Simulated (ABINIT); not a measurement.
KBr (Fm-3m): ε∞ against volume

The cell of KBr (Fm-3m) is scaled evenly and the response computed anew at each volume, on one mesh.

Cell: a, b, c = 4.667, 4.667, 4.667 Å (primitive vectors), 2 atoms.

Method: ABINIT 10.8.3, PBE, independent particles, k-mesh 9×9×9, Lorentzian half width 0.04 eV.

Launch of the response step: `optic optic.abi`. The series took 3.8 min in all, its band step included, on 4 threads of Arm Neoverse V2 (shared host).

```tsv
V/V₀	V (Å³, primitive cell)	ε∞
0.94	67.56	2.9003
0.97	69.72	2.8565
1.00	71.87	2.8152
1.03	74.03	?
1.06	76.19	2.7419
```

For small changes the quantity should be close to linear in ln V.

Working, on the rows shown:

| x = ln(V/V₀) | y = ε∞ |
| --- | --- |
| -0.0618754 | 2.9003 |
| -0.0304592 | 2.8565 |
| 0 | 2.8152 |
| 0.0582689 | 2.7419 |

Means: x̄ = -0.0085164, ȳ = 2.8285. Σ(x − x̄)(y − ȳ) = -0.01034, Σ(x − x̄)² = 0.007861. Slope = -0.01034 / 0.007861 = -1.316; intercept = ȳ − slope · x̄ = 2.8173. The line misses the rows shown by at most 0.0021.

**Question.** What does the fit predict for the withheld row, and how well does it do?

**Answer.** At x = 0.029559 the line gives y = 2.7784. The run gave 2.7787, so the interpolation is off by 0.00032, 0.2 % of the range in the table.

Between the rows on either side of x = 0 the slope is (2.7787 − 2.8565) / (0.029559 − (-0.030459)) = -1.296. So d ln ε∞/d ln V = -0.46 at V₀: ε∞ rises under slight compression. Fixed polarisabilities with Lorentz local fields (Clausius-Mossotti) would give −(ε − 1)(ε + 2)/3ε = -1.03, so the polarisability itself falls as the cell is compressed. Excitons are left out and so are local fields; PBE gaps are as a rule too small. The values come from a sum over the points of one k-mesh and carry its error, which grows as the direct gap shrinks. Spin-orbit coupling is left out.

[Logs are printed without paths, hosts, clocks, repeated set-up lines and the standing remarks that a program may print on its own settings, such as how far it seeks lower states.]
